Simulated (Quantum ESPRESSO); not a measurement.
Consider Y2C (R-3m).

```
CELL_PARAMETERS angstrom
1.81242 1.04640 5.98800
-1.81242 1.04640 5.98800
0.00000 -2.09280 5.98800
ATOMIC_POSITIONS crystal
Y 0.74207 0.74207 0.74207
Y 0.25793 0.25793 0.25793
C 0.00000 0.00000 0.00000
```

Absorber: atom 3, with 6 Y at 2.49 Å (octahedral, site symmetry -3m). Method: Quantum ESPRESSO XSpectra, LDA, excited-electron core hole (neutral cell), 9-atom cell with 6.3 Å between holes, 6×6×5 k points, dipole transitions, Lorentzian half width 0.3 eV up to 4 eV, rising linearly to 2.5 eV at 25 eV.

Question: Where do the maxima of the C K edge fall?

Main maxima up to 24 eV above the zero (height): 1.1 eV (0.68), 3.5 eV (1.82), 6.3 eV (1.89), 10.7 eV (1.11) and 23.1 eV (0.74). A K edge sees empty p states; the first features are C p mixed into the empty d states of the Y neighbours, and the broad ones above probably into the cations' higher empty bands. The total-energy difference is 284.59 eV. One term is added: -6.67 eV, since the hole is spin-paired here and a spin-polarised one costs that much less in the free atom (computed apart). The photon energy is then 277.92 eV. The functional leaves an error in such absolute values: in the free atom LDA prices this hole 2.9 eV below PBE (computed apart), and PBE is itself good to a few eV.

The C K spectrum (energy from the energy zero of the input (xe0, at the border of filled and empty states); intensity scaled to a mean of 1 over the first 20 eV; the points at xe0, where the cut of filled states can leave a spike, are interpolated; polarised curves are means over the symmetry-equivalent atoms):

```tsv
E (eV)	isotropic	ε ⊥ c	ε ∥ c
-2.0	0.04	0.04	0.04
-1.5	0.05	0.05	0.06
-1.0	0.07	0.06	0.08
-0.5	0.10	0.09	0.12
0.0	0.23	0.21	0.28
0.5	0.41	0.33	0.55
1.0	0.66	0.50	0.96
1.5	0.62	0.44	1.00
2.0	0.77	0.62	1.06
2.5	1.13	1.05	1.30
3.0	1.56	1.64	1.41
3.5	1.82	1.97	1.50
4.0	1.75	1.66	1.93
4.5	1.79	1.65	2.09
5.0	1.86	1.87	1.84
5.5	1.86	1.93	1.71
6.0	1.87	1.98	1.64
6.5	1.83	1.93	1.62
7.0	1.41	1.38	1.47
7.5	1.04	0.95	1.22
8.0	0.87	0.81	1.00
8.5	0.81	0.79	0.86
9.0	0.83	0.82	0.83
9.5	0.91	0.92	0.90
10.0	1.04	1.06	1.00
10.5	1.10	1.16	0.99
11.0	1.11	1.20	0.92
11.5	1.07	1.18	0.85
12.0	1.02	1.12	0.83
12.5	0.96	1.02	0.85
13.0	0.89	0.91	0.87
13.5	0.82	0.80	0.84
14.0	0.74	0.71	0.78
14.5	0.67	0.65	0.71
15.0	0.64	0.62	0.68
15.5	0.63	0.61	0.68
16.0	0.64	0.62	0.69
16.5	0.64	0.61	0.70
17.0	0.65	0.61	0.72
17.5	0.65	0.60	0.73
18.0	0.64	0.59	0.74
18.5	0.64	0.59	0.73
19.0	0.63	0.59	0.71
19.5	0.63	0.60	0.69
20.0	0.63	0.61	0.67
20.5	0.64	0.64	0.66
21.0	0.66	0.67	0.65
21.5	0.69	0.71	0.65
22.0	0.72	0.75	0.65
22.5	0.73	0.77	0.66
23.0	0.74	0.78	0.67
23.5	0.74	0.77	0.68
24.0	0.73	0.75	0.68
24.5	0.71	0.72	0.68
25.0	0.69	0.69	0.67
25.5	0.67	0.67	0.66
26.0	0.65	0.65	0.64
26.5	0.64	0.64	0.63
27.0	0.63	0.63	0.62
27.5	0.63	0.63	0.61
28.0	0.63	0.63	0.61
28.5	0.63	0.63	0.62
29.0	0.63	0.64	0.62
29.5	0.63	0.64	0.63
30.0	0.63	0.63	0.63
30.5	0.63	0.63	0.62
31.0	0.61	0.61	0.61
31.5	0.60	0.60	0.60
32.0	0.58	0.58	0.58
```

The holes are only 6.3 Å apart, so the shape is probably not converged with cell size; no larger cell was run here. The structure is a published determination, not relaxed.

[Banner, clock and machine lines of the logs are left out without a mark of their own.]

[Logs are printed without paths, hosts, clocks, repeated set-up lines and the standing remarks that a program may print on its own settings, such as how far it seeks lower states.]

[Hosts, paths, dates, database ids (printed as entryN), source tags and the programs' standing remarks are cut or masked in the printed files.]

[Lists of maxima count a maximum above −3 eV only where it reaches 4 % of the highest in the window and stands out from its surroundings by 2 % of it (1.5 % where it reaches 55 %); shoulders and weaker maxima are passed over, and of the rest the first, up to two pre-edge ones and the few strongest are named.]
